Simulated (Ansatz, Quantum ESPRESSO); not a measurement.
## ScSi3 (Pm-3m): zone-centre phonons

Which modes does ScSi3 (Pm-3m) have at the zone centre?

Calculated with Quantum ESPRESSO 7.5; DFT LDA, scalar-relativistic, plane waves, JTH PAW pseudopotentials.

The structure was built from a prototype and need not be the compound's stable phase.

### 1. Set-up

It takes space group Pm-3m (No. 221, cubic). Conventional cell: a = 4.066 Å, b = 4.066 Å, c = 4.066 Å, α = 90.00°, β = 90.00°, γ = 90.00°. Nearest to Sc lie 12 Si at 2.87 Å. Nearest to Si lie 4 Sc at 2.87 Å and 8 Si at 2.87 Å. Farther neighbours are not listed.

### 2. A first look

A cheap run with smearing and empty bands tells whether the crystal has a gap, which decides between fixed occupations and smearing later on.

File probe.in:

```
&CONTROL
  calculation = 'scf'
  prefix      = 'x'
  outdir      = './tmp'
  pseudo_dir  = './pseudo'
  tprnfor     = .true.
  tstress     = .true.
  verbosity   = 'high'
/
&SYSTEM
  ibrav       = 0
  nat         = 4
  ntyp        = 2
  ecutwfc     = 40.0
  ecutrho     = 200.0
  occupations = 'smearing'
  smearing    = 'gaussian'
  degauss     = 0.01
/
&ELECTRONS
  conv_thr         = 1.0d-07
  mixing_beta      = 0.7
  electron_maxstep = 100
/
ATOMIC_SPECIES
 Sc     44.9559  Sc.upf
 Si     28.0850  Si.upf
CELL_PARAMETERS angstrom
     4.065585430    0.000000000    0.000000000
     0.000000000    4.065585430    0.000000000
     0.000000000    0.000000000    4.065585430
ATOMIC_POSITIONS crystal
 Sc     0.000000000   0.000000000   0.000000000
 Si     0.000000000   0.500000000   0.500000000
 Si     0.500000000   0.000000000   0.500000000
 Si     0.500000000   0.500000000   0.000000000
K_POINTS automatic
 4 4 4 0 0 0
```

Command:

```bash
$ OMP_NUM_THREADS=1 mpirun -n 4 pw.x -nk 4 -in probe.in > probe.out
```

Output:

```text
[banners, grids, parts of the stress and lines that vanish by symmetry left out]
Program PWSCF v.7.5
     file Sc.upf: wavefunction(s)  4S 3P 0P 3D 0D renormalized
     file Si.upf: wavefunction(s)  0S 0P renormalized
[...]
kinetic-energy cutoff     =      40.0000  Ry
     charge density cutoff     =     200.0000  Ry
     scf convergence threshold =      1.0E-07
[...]
Exchange-correlation= SLA PW NOGX NOGC
                           (   1   4   0   0   0   0   0)
[...]
48 Sym. Ops., with inversion, found
[...]
(     0          1          0      )
                  (     0          0          1      )
[...]
(  0.0000000  1.0000000  0.0000000 )
                  (  0.0000000  0.0000000  1.0000000 )
[...]
(     0         -1          0      )
                  (     0          0          1      )
[...]
( -1.0000000  0.0000000  0.0000000 )
                  (  0.0000000  1.0000000  0.0000000 )
[...]
number of k points=    10  Gaussian smearing, width (Ry)=  0.0100
[...]
c_bands:  1 eigenvalues not converged
[...]
End of self-consistent calculation
[...]
the Fermi energy is    10.0743 ev
!    total energy              =    -287.46190947 Ry
[...]
convergence has been achieved in   8 iterations
[...]
atom    1 type  1   force =     0.00000000    0.00000000    0.00000000
     atom    2 type  2   force =     0.00000000    0.00000000    0.00000000
     atom    3 type  2   force =     0.00000000    0.00000000    0.00000000
     atom    4 type  2   force =     0.00000000    0.00000000    0.00000000
[...]
Total force =     0.000000     Total SCF correction =     0.000000
[...]
total   stress  (Ry/bohr**3)                   (kbar)     P=     -111.30
[...]
XML data file, charge density, pseudopotentials, collected wavefunctions

   JOB DONE.
```

Elapsed: 4.7 s, on 4 MPI ranks of Intel Xeon Platinum 8488C (Sapphire Rapids), shared host; 17 s of CPU time.

This step gave:

| Property | Result |
| --- | --- |
| volume per atom | 16.80 Å³ |
| pressure | -11.13 GPa |
| gap on the k-mesh | 0 eV |

No gap opens on this mesh, so smearing is kept; the start stands at -11 GPa.

### 3. Relaxation

The relaxation runs at a cutoff a fifth above that of the response, since stress converges more slowly with the basis than frequencies do. Forces and stress are brought to rest with tight thresholds.

File relax.in:

```
&CONTROL
  calculation   = 'vc-relax'
  prefix        = 'x'
  outdir        = './tmp'
  pseudo_dir    = './pseudo'
  tprnfor       = .true.
  tstress       = .true.
  forc_conv_thr = 2.0d-05
  etot_conv_thr = 1.0d-07
  nstep         = 40
/
&SYSTEM
  ibrav       = 0
  nat         = 4
  ntyp        = 2
  ecutwfc     = 48
  ecutrho     = 240.0
  occupations = 'smearing'
  smearing    = 'mv'
  degauss     = 0.02
/
&ELECTRONS
  conv_thr         = 1.0d-11
  mixing_beta      = 0.7
  electron_maxstep = 100
/
&IONS
/
&CELL
  press_conv_thr = 0.2
/
ATOMIC_SPECIES
 Sc     44.9559  Sc.upf
 Si     28.0850  Si.upf
CELL_PARAMETERS angstrom
     4.065585430    0.000000000    0.000000000
     0.000000000    4.065585430    0.000000000
     0.000000000    0.000000000    4.065585430
ATOMIC_POSITIONS crystal
 Sc     0.000000000   0.000000000   0.000000000
 Si     0.000000000   0.500000000   0.500000000
 Si     0.500000000   0.000000000   0.500000000
 Si     0.500000000   0.500000000   0.000000000
K_POINTS automatic
 10 10 10 0 0 0
```

Command:

```bash
$ OMP_NUM_THREADS=1 mpirun -n 4 pw.x -nk 4 -in relax.in > relax.out
```

Output:

```text
[banners, grids, parts of the stress and lines that vanish by symmetry left out]
[banner, memory and clock lines left out]
Program PWSCF v.7.5

[...]
kinetic-energy cutoff     =      48.0000  Ry
     charge density cutoff     =     240.0000  Ry
     scf convergence threshold =      1.0E-11
[...]
energy convergence thresh.=      1.0E-07
     force convergence thresh. =      2.0E-05
     press convergence thresh. =      2.0E-01
     Exchange-correlation= SLA PW NOGX NOGC
                           (   1   4   0   0   0   0   0)
[...]
48 Sym. Ops., with inversion, found
[...]
number of k points=    56  Marzari-Vanderbilt smearing, width (Ry)=  0.0200
[...]
c_bands:  1 eigenvalues not converged
     c_bands:  1 eigenvalues not converged
[...]
c_bands:  1 eigenvalues not converged
[...]
c_bands:  5 eigenvalues not converged
[...]
End of self-consistent calculation
[...]
the Fermi energy is    10.2091 ev
!    total energy              =    -287.45650411 Ry
[...]
convergence has been achieved in  11 iterations
[...]
atom    1 type  1   force =     0.00000000    0.00000000    0.00000000
     atom    2 type  2   force =     0.00000000    0.00000000    0.00000000
     atom    3 type  2   force =     0.00000000    0.00000000    0.00000000
     atom    4 type  2   force =     0.00000000    0.00000000    0.00000000
     Total force =     0.000000     Total SCF correction =     0.000000
[...]
total   stress  (Ry/bohr**3)                   (kbar)     P=     -103.40
[...]
number of bfgs steps    =   0
[...]
CELL_PARAMETERS (angstrom)
[...]
ATOMIC_POSITIONS (crystal)
Sc               0.0000000000        0.0000000000        0.0000000000
Si               0.0000000000        0.5000000000        0.5000000000
Si               0.5000000000        0.0000000000        0.5000000000
Si               0.5000000000        0.5000000000        0.0000000000
[...]
New effective cutoffs (rho, wfc):  248.08   49.73
[...]
End of self-consistent calculation
[...]
the Fermi energy is    10.9167 ev
!    total energy              =    -287.47028102 Ry
[...]
convergence has been achieved in  24 iterations
[...]
atom    1 type  1   force =     0.00000000    0.00000000    0.00000000
     atom    2 type  2   force =     0.00000000    0.00000000    0.00000000
     atom    3 type  2   force =     0.00000000    0.00000000    0.00000000
     atom    4 type  2   force =     0.00000000    0.00000000    0.00000000
     Total force =     0.000000     Total SCF correction =     0.000000
[...]
total   stress  (Ry/bohr**3)                   (kbar)     P=      -67.30
[...]
number of bfgs steps    =   1
[...]
CELL_PARAMETERS (angstrom)
[...]
ATOMIC_POSITIONS (crystal)
[...]
New effective cutoffs (rho, wfc):  261.95   52.51
[...]
End of self-consistent calculation
[...]
the Fermi energy is    12.0537 ev
!    total energy              =    -287.47768284 Ry
[...]
convergence has been achieved in  32 iterations
[...]
atom    1 type  1   force =     0.00000000    0.00000000    0.00000000
     atom    2 type  2   force =     0.00000000    0.00000000    0.00000000
     atom    3 type  2   force =     0.00000000    0.00000000    0.00000000
     atom    4 type  2   force =     0.00000000    0.00000000    0.00000000
     Total force =     0.000000     Total SCF correction =     0.000000
[...]
total   stress  (Ry/bohr**3)                   (kbar)     P=        8.12
[...]
number of bfgs steps    =   2
[...]
CELL_PARAMETERS (angstrom)
[...]
ATOMIC_POSITIONS (crystal)
[...]
New effective cutoffs (rho, wfc):  260.48   52.21
[...]
End of self-consistent calculation
[...]
the Fermi energy is    11.9326 ev
!    total energy              =    -287.47776381 Ry
[...]
convergence has been achieved in  21 iterations
[...]
atom    1 type  1   force =     0.00000000    0.00000000    0.00000000
     atom    2 type  2   force =     0.00000000    0.00000000    0.00000000
[...]
Total force =     0.000000     Total SCF correction =     0.000000
[...]
total   stress  (Ry/bohr**3)                   (kbar)     P=       -0.98
[...]
number of bfgs steps    =   3
[...]
CELL_PARAMETERS (angstrom)
[...]
ATOMIC_POSITIONS (crystal)
[...]
New effective cutoffs (rho, wfc):  260.64   52.24
[...]
End of self-consistent calculation
[...]
the Fermi energy is    11.9457 ev
!    total energy              =    -287.47776505 Ry
[...]
convergence has been achieved in  15 iterations
[...]
Total force =     0.000000     Total SCF correction =     0.000000
[...]
total   stress  (Ry/bohr**3)                   (kbar)     P=       -0.01
[...]
number of bfgs steps    =   4
[...]
small trust_radius: resetting bfgs history
[...]
CELL_PARAMETERS (angstrom)
[...]
ATOMIC_POSITIONS (crystal)
[...]
New effective cutoffs (rho, wfc):  260.64   52.24
[...]
End of self-consistent calculation
[...]
the Fermi energy is    11.9458 ev
!    total energy              =    -287.47776505 Ry
[...]
convergence has been achieved in   8 iterations
[...]
atom    1 type  1   force =     0.00000000    0.00000000    0.00000000
     atom    2 type  2   force =     0.00000000    0.00000000    0.00000000
     atom    3 type  2   force =     0.00000000    0.00000000    0.00000000
     atom    4 type  2   force =     0.00000000    0.00000000    0.00000000
     Total force =     0.000000     Total SCF correction =     0.000000
[...]
total   stress  (Ry/bohr**3)                   (kbar)     P=       -0.01
[...]
bfgs converged in   6 scf cycles and   5 bfgs steps
[...]
End of BFGS Geometry Optimization
     Final enthalpy           =    -287.4777650497 Ry
     File ./tmp/x.bfgs deleted, as requested
[...]
CELL_PARAMETERS (angstrom)
[...]
ATOMIC_POSITIONS (crystal)
[...]
Si               0.5000000000        0.0000000000        0.5000000000
Si               0.5000000000        0.5000000000        0.0000000000
[...]
Final scf calculation at the relaxed structure.
[...]
kinetic-energy cutoff     =      48.0000  Ry
     charge density cutoff     =     240.0000  Ry
     scf convergence threshold =      1.0E-13
[...]
press convergence thresh. =      2.0E-01
     Exchange-correlation= SLA PW NOGX NOGC
                           (   1   4   0   0   0   0   0)
[...]
48 Sym. Ops., with inversion, found
[...]
number of k points=    56  Marzari-Vanderbilt smearing, width (Ry)=  0.0200
[...]
c_bands:  1 eigenvalues not converged
     c_bands:  3 eigenvalues not converged
[...]
End of self-consistent calculation
[...]
the Fermi energy is    11.9459 ev
!    total energy              =    -287.47764694 Ry
[...]
convergence has been achieved in  26 iterations
[...]
atom    1 type  1   force =     0.00000000    0.00000000    0.00000000
     atom    2 type  2   force =     0.00000000    0.00000000    0.00000000
     atom    3 type  2   force =     0.00000000    0.00000000    0.00000000
     atom    4 type  2   force =     0.00000000    0.00000000    0.00000000
     Total force =     0.000000     Total SCF correction =     0.000000
[...]
total   stress  (Ry/bohr**3)                   (kbar)     P=        0.04
[...]
XML data file, charge density, pseudopotentials, collected wavefunctions
```

Wall time 2.4 min (4 MPI ranks); 9.7 min of CPU time.

Relaxation path:

| step | energy less that of the first step (eV) | largest force (eV/Å) | pressure (GPa) | volume (Å³) |
| --- | --- | --- | --- | --- |
| 1 | 0.0000 | 0.0000 | -10.34 | 67.20 |
| 2 | -0.1874 | 0.0000 | -6.73 | 63.72 |
| 3 | -0.2882 | 0.0000 | 0.81 | 58.73 |
| 4 | -0.2893 | 0.0000 | -0.10 | 59.23 |
| 5 | -0.2893 | 0.0000 | 0.00 | 59.17 |
| 6 | -0.2893 | 0.0000 | 0.00 | 59.17 |
| 7 | -0.2877 | 0.0000 | 0.00 | 59.17 |

| conventional cell, symmetrised | before | after | change |
| --- | --- | --- | --- |
| a (Å) | 4.066 | 3.897 | -4.2 % |
| b (Å) | 4.066 | 3.897 | -4.2 % |
| c (Å) | 4.066 | 3.897 | -4.2 % |
| volume (Å³/atom) | 16.80 | 14.79 | -11.9 % |

The last row of the table of steps is pw.x's closing run on a basis chosen anew for the final cell, so its energy can jump.

Numbers from this step:

```
volume per atom : 14.79 Å³
pressure        : 0.004 GPa
```

The volume changes by -11.9 % from the cell with which this run began.

### 4. Self-consistent run for the response

Perturbation theory inherits every error of the wavefunctions, so the threshold is set near the limit of the arithmetic. Smearing stays on, as the first look found no gap above 0.3 eV.

File scf.in:

```
&CONTROL
  calculation = 'scf'
  prefix      = 'x'
  outdir      = './tmp'
  pseudo_dir  = './pseudo'
  tprnfor     = .true.
  tstress     = .true.
/
&SYSTEM
  ibrav       = 0
  nat         = 4
  ntyp        = 2
  ecutwfc     = 40.0
  ecutrho     = 200.0
  occupations = 'smearing'
  smearing    = 'mv'
  degauss     = 0.02
/
&ELECTRONS
  conv_thr         = 1.0d-12
  mixing_beta      = 0.7
  electron_maxstep = 100
/
ATOMIC_SPECIES
 Sc     44.9559  Sc.upf
 Si     28.0850  Si.upf
CELL_PARAMETERS angstrom
     3.896765982    0.000000000    0.000000000
     0.000000000    3.896765982    0.000000000
     0.000000000    0.000000000    3.896765982
ATOMIC_POSITIONS crystal
 Sc     0.000000000   0.000000000   0.000000000
 Si     0.000000000   0.500000000   0.500000000
 Si     0.500000000   0.000000000   0.500000000
 Si     0.500000000   0.500000000   0.000000000
K_POINTS automatic
 10 10 10 0 0 0
```

Command:

```bash
$ OMP_NUM_THREADS=1 mpirun -n 4 pw.x -nk 4 -in scf.in > scf.out
```

Output:

```text
[banners, grids, parts of the stress and lines that vanish by symmetry left out]
[banner, memory and clock lines left out]
Program PWSCF v.7.5

[...]
kinetic-energy cutoff     =      40.0000  Ry
     charge density cutoff     =     200.0000  Ry
     scf convergence threshold =      1.0E-12
[...]
Exchange-correlation= SLA PW NOGX NOGC
                           (   1   4   0   0   0   0   0)
[...]
48 Sym. Ops., with inversion, found
[...]
number of k points=    56  Marzari-Vanderbilt smearing, width (Ry)=  0.0200
[...]
c_bands:  1 eigenvalues not converged
     c_bands:  1 eigenvalues not converged
[...]
c_bands:  3 eigenvalues not converged
     c_bands:  1 eigenvalues not converged
[...]
c_bands:  2 eigenvalues not converged
     c_bands:  3 eigenvalues not converged
[...]
End of self-consistent calculation
[...]
the Fermi energy is    11.9460 ev
!    total energy              =    -287.47753774 Ry
[...]
convergence has been achieved in  11 iterations
[...]
atom    1 type  1   force =     0.00000000    0.00000000    0.00000000
     atom    2 type  2   force =     0.00000000    0.00000000    0.00000000
     atom    3 type  2   force =     0.00000000    0.00000000    0.00000000
     atom    4 type  2   force =     0.00000000    0.00000000    0.00000000
     Total force =     0.000000     Total SCF correction =     0.000000
[...]
total   stress  (Ry/bohr**3)                   (kbar)     P=        0.16
[...]
XML data file, charge density, pseudopotentials, collected wavefunctions
```

Elapsed: 16 s, on 4 MPI ranks.

This step gave:

| Property | Result |
| --- | --- |
| pressure | 0.016 GPa |

The cell stands at 0.016 GPa, close enough for phonons.

(Part 1 of 3 ends here.)

[Host names and launcher messages were left out of these logs when they were recorded.]

[Logs are printed without paths, hosts, clocks, repeated set-up lines and the standing remarks that a program may print on its own settings, such as how far it seeks lower states.]

[Hosts, paths, dates, database ids (printed as entryN), source tags and the programs' standing remarks are cut or masked in the printed files.]
